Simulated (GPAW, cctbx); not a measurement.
## How far are the atoms of V2ZnAu2 from free atoms?

Question: by how much does bonding change the X-ray structure factors of V2ZnAu2, how firmly does DFT give the change, and what does a routine refinement make of it?

The start was made by putting kin elements into a known structure type; the compound need not exist, or be stable, in this form. All numbers below are calculated.

### 1. Relax the structure

The density hangs on the geometry, so cell and atoms are relaxed first, with the symmetry held. The cutoff is set higher than for the density because stress converges slowly with plane waves.

Settings: GPAW 26.7.0, PBE, 570 eV, 6×3×3 k-points (along the axes of the calculation cell), Fermi–Dirac width 0.1 eV, spin-polarised, BFGS to 0.03 eV/Å.

```text
cell
1.0
     0.000000000    0.000000000    3.332000000
     6.699000000    0.000000000    0.000000000
     0.000000000    6.699000000    0.000000000
Au Zn V
4 2 4
Direct
0.500000000 0.128000000 0.628000000
0.500000000 0.872000000 0.372000000
0.500000000 0.628000000 0.872000000
0.500000000 0.372000000 0.128000000
0.500000000 0.500000000 0.500000000
0.500000000 0.000000000 0.000000000
0.000000000 0.324700000 0.824700000
0.000000000 0.675300000 0.175300000
0.000000000 0.824700000 0.675300000
0.000000000 0.175300000 0.324700000
```

```console
$ OMP_NUM_THREADS=1 mpirun -n 4 gpaw python run.py > gpaw.log
```

```text
BFGS:    0      -44.892026        3.015634
BFGS:    1      -45.434936        2.027845
BFGS:    2      -45.902608        1.591650
BFGS:    3      -46.439798        1.034683
...
BFGS:    9      -47.034741        0.031515
BFGS:   10      -47.036018        0.039006
BFGS:   11      -47.036571        0.026407
cell  3.4897 7.0879 7.0879  90.00 90.00 90.00
volume 175.319 A^3, largest force 0.018 eV/A, largest stress 0.09 GPa
```

The cell moved far, while the k-mesh and basis were chosen for the start, so the final shape may be somewhat biased.

After 11 steps the volume has changed by +17.2 % and the energy by -2.145 eV; the largest stress left is 0.09 GPa. It took 14 min on 4 cores of Arm Neoverse V2 (shared host), peak memory 1.8 GiB.

Relaxed structure: P4/mbm (no. 127), a = 7.0879 Å, b = 7.0879 Å, c = 3.4897 Å, α = 90.00°, β = 90.00°, γ = 90.00°.

```
atom  mult.       x       y    z
 Au1      4  0.1475  0.6475  1/2
 Zn1      2     1/2     1/2  1/2
  V1      4  0.3496  0.8496    0
```

### 2. The all-electron density

X-rays see the whole electron density, so the PAW density is rebuilt with its core regions. Subtracting spherical free atoms from the same code cancels the cores and leaves the deformation density Δρ, the part due to bonding.

Settings: PBE, 450 eV, 7×4×4 k-points (along the axes of the calculation cell), Fermi–Dirac width 0.1 eV, spin-polarised; primitive cell of 10 atoms.

```console
$ OMP_NUM_THREADS=1 mpirun -n 4 gpaw python run.py > gpaw.log
```

```text
|iter:   1|       0s |  -54.157154 | +0.55 |       |  +8.0103|
|iter:   2|       7s |  -50.562444 | -0.29 | -0.92 |  +8.0824|
|iter:   3|      13s |  -47.608278 | -0.46 | -1.09 |  +8.0756|
...
|iter:  16|      98s |  -46.689898c| -6.74 | -5.18c|  +8.7847|
|iter:  17|     105s |  -46.689895c| -7.09 | -5.46c|  +8.7848|
|iter:  18|     109s |  -46.689895c| -7.49c| -5.74c|  +8.7849|
```

```text
grid (36, 70, 70)  electrons 468.000  moved by bonding 2.356 e
deformation density beyond 0.5 A of the nuclei: max 0.168, min -0.259 e/A^3
atom        x       y       z   Voronoi charge  moment
Au1    0.5000  0.1475  0.6475      0.073       0.05
Au2    0.5000  0.8525  0.3525      0.073       0.05
Au3    0.5000  0.6475  0.8525      0.073       0.05
Au4    0.5000  0.3525  0.1475      0.073       0.05
Zn5    0.5000  0.5000  0.5000      0.122      -0.03
Zn6    0.5000  0.0000  0.0000      0.122      -0.03
V 7    0.0000  0.3496  0.8496     -0.134       1.84
V 8    0.0000  0.6504  0.1504     -0.134       1.84
V 9    0.0000  0.8496  0.6504     -0.134       1.84
V 10   0.0000  0.1504  0.3496     -0.134       1.84
mean inner potential of superposed free atoms 23.385 V
total magnetic moment 8.785 muB
```

Deformation density in a plane through the shortest contact of the Au atom at the origin, in 0.01 e/Å³ (clipped at ±99); x from -1.6 to 4.3 Å, y from 2.4 down to -2.4 Å:

```text
-13   3   5   2   1   .   .   2   1   3   3   3   3   3   1   0
 -2   3   2   0   2   7   2  -2   1   3   3   3   3   3   1   6
  2   2   2   2   3   4   1   0   1   2   3   3   4   3   1   2
  3   3   2   3   5   6   4   2   1   0   1   2   2   2   1   0
  3   3   1  -3  -9  -4   3   4   1  -2  -1   2   0   1   2   2
  3   3  -5  -8   . -14  -4   5   4   1   4   .   4   0   2   3
  3   2 -12   .   .   . -13   5   5   6   .   .   .   2   2   4
  4   2  -7  -5   .  -5  -5   4   3   1   3   .   5  -1   2   3
  2   3   0  -7 -12  -5   0   3   2   0   2   4  -1  -1   1   3
 -5   2   3   2   2   2   3   3   2   3   5   5   2   1   1   2
-11  -2   3   3   3   3   3   3   2   1   2   4   4   2   1  -1
-21  -2   3   3   2   2   3   3  -2  -8 -21  -8   2   4   1  -2
 -7   1   3   2   2   2   3   1 -11   .   . -11  -4   6   4   5
```

Atoms in or within 0.15 Å of the plane: Au (0.0, 0.0), V (2.7, 0.0) Å. Dots mark points within about 0.45 Å of a nucleus; large values next to them are atomic features.

V gains most (-0.13 e) and Zn loses most (+0.12 e), which isn't the order of electronegativity: valence and coordination count too, and Voronoi cells cut space at the midplane whatever the atoms' sizes. Along the shortest contact from the Au atom at the map's origin, Au–V at 2.67 Å, Δρ is +0.06 e/Å³ at the midpoint and highest, +0.07, 2.03 Å from Au (points within 0.5 Å of a nucleus left out): little piles up between the atoms, as is usual in a metallic crystal, which this run finds. At the midpoints of other shortest contacts it is +0.04 (Au–Zn, 2.71 Å), +0.03 (Au–Au, 2.96 Å), +0.02 (V–V, 3.02 Å) and +0.01 (Zn–V, 3.21 Å) e/Å³. Point values carry grid noise of about 0.01 e/Å³. The cell's moment is 8.79 μB; the largest inside an atomic sphere is 1.84 μB. The run needed 18 iterations, 2.1 min.

### 3. From the density to structure factors

The Fourier components of Δρ, added to those of the free atoms, give the static X-ray structure factors; the Mott–Bethe relation turns them into the Fourier components V of the potential that fast electrons feel.

```text
static structure factors of the conventional cell: F in electrons, V (Mott-Bethe) in volts
   h  k  l      d  |F| table  |F| free   |F| DFT   change   |V| free  |V| DFT  change %
   1  1  0  5.0119    80.689    80.606    80.930    0.325     3.235    3.021     -6.6
   2  0  0  3.5440    51.289    51.205    51.411    0.206     1.883    1.815     -3.6
   0  0  1  3.4897   264.836   264.655   263.751   -0.904     6.159    6.447      4.7
   2  1  0  3.1698   160.692   160.634   159.994   -0.640     2.949    3.117      5.7
   1  1  1  2.8639    25.197    25.280    25.025   -0.255     0.613    0.558     -8.9
   2  2  0  2.5060    76.206    76.019    75.767   -0.252     2.887    2.929      1.4
   2  0  1  2.4865     5.066     5.263     5.291    0.028     0.987    0.992      0.5
   2  1  1  2.3464   254.379   254.039   253.230   -0.809     8.553    8.669      1.4
   3  1  0  2.2414   230.142   229.682   228.975   -0.707     7.773    7.866      1.2
   2  2  1  2.0355    58.872    58.628    58.431   -0.197     1.823    1.845      1.2
   3  2  0  1.9658    67.963    67.960    67.712   -0.247     1.328    1.353      1.9
   3  1  1  1.8859   149.764   149.480   149.030   -0.450     3.407    3.449      1.2
   4  0  0  1.7720   209.187   209.115   208.591   -0.524     5.884    5.927      0.7
   0  0  2  1.7448   341.651   340.948   340.306   -0.643    10.113   10.164      0.5
```

The largest X-ray change is -0.90 e on 001, 0.3 % of |F|. For electrons V goes as (Z − F)/g², so a change of F counts against Z − F, which is small at low angle and wherever the atoms' terms cancel: |V| of 111 moves by -8.9 % (0.61 to 0.56 V) against -1.0 % in |F|. The last three rows still change by up to 0.64 e; the table stops while the angles are still low. The tabulated Hartree–Fock atoms differ from the free DFT atoms by up to 0.70 e, so the choice of reference atom matters too.

### 4. Which functional?

The same geometry is run with other functionals, to see whether the bonding signal is larger than the spread between approximations. Free atoms are LDA for LDA and PBE otherwise; meta-GGAs and hybrids keep PBE cores. Any other changed setting is in the row's label.

```csv
run,ΔF 001 (e),ΔF 211 (e),ΔF 310 (e),q(V) (e),moved (e),time
PBE,-0.904,-0.809,-0.707,-0.134,2.356,2.1 min
LDA,-0.893,-0.833,-0.731,-0.126,2.362,2 min
r2SCAN,-0.731,-0.689,-0.582,-0.100,2.378,5.9 min
```

At the base's settings ΔF(001) spans -0.904 to -0.731 e, a spread of 19 % of the PBE value; over the three listed reflections the spread is at most 21 %, so sign and size hold across the functionals. The magnetic state differs between the runs (cell moments PBE 8.79, LDA 7.53, r2SCAN 10.38 μB), and that enters the spread. Times are from shared hosts.

### 5. What a spherical-atom refinement makes of it

Routine crystallography fits spherical atoms. To see the bias, intensities are simulated from tabulated atoms plus the DFT change ΔF, so that bonding alone can misfit (5504 reflections of the full sphere, merged to the counts below, to 0.5 Å, 1.5 % proportional noise plus counting noise, assumed isotropic U as listed, Δρ smeared by the mean U) and refined with cctbx over different ranges.

| range | data | R1 | GooF | U Au1 (true 0.0047) | U Zn1 (true 0.0068) | U V1 (true 0.0074) | largest shift (Å) | Δρ max, min (e/Å³) |
| --- | --- | --- | --- | --- | --- | --- | --- | --- |
| all data | 434 | 0.0036 | 0.99 | 0.0047 | 0.0068 | 0.0074 | 0.0004 | 0.48, -0.53 |
| low resolution, d > 0.84 | 105 | 0.0027 | 0.96 | 0.0046 | 0.0065 | 0.0074 | 0.0008 | 0.28, -0.24 |
| high order, d < 0.75 | 291 | 0.0040 | 0.96 | 0.0047 | 0.0068 | 0.0074 | 0.0003 | 0.35, -0.29 |
| occupancies free, d > 0.7 | 171 | 0.0028 | 0.98 | 0.0046 | 0.0065 | 0.0075 | 0.0005 | 0.25, -0.29 |

With all data GooF is 0.99, so at this noise the bonding hardly shows; the top residual peak, near noise level, lies 1.28 Å from V and 1.41 Å from Au, between them. No U is off by more than 3 s.u. at low resolution. With Au1 held at 1 and the scale free, the other occupancies refine to Zn1 0.998(0.002) and V1 1.002(0.003), within three s.u. of full.

### 6. Answer

Bonding moves 2.36 e in the primitive cell of V2ZnAu2 and changes the structure factors of the conventional cell in the table above by at most 0.90 e (001, 0.3 %), and among reflections above 2 % of the strongest by up to 1.0 % (111). The shortest bond, Au–V, has Δρ = +0.06 e/Å³ at its midpoint, with no localised bond charge. At the base's settings ΔF(001) spans -0.904 to -0.731 e, a spread of 19 % of the PBE value; over the three listed reflections the spread is at most 21 %, so sign and size hold across the functionals. With all data GooF is 0.99, so at this noise the bonding hardly shows. Limits: static density, frozen cores, no spin–orbit coupling; a ferromagnetic start is the only order tried, and the real ground state may be antiferromagnetic or insulating.

[Outputs are excerpts: Python notices, other lines and further rows are left out; steps that failed or that the build refused (PBEsol, TPSS) are not shown.]

[Logs are printed without paths, hosts, clocks, repeated set-up lines and the standing remarks that a program may print on its own settings, such as how far it seeks lower states.]
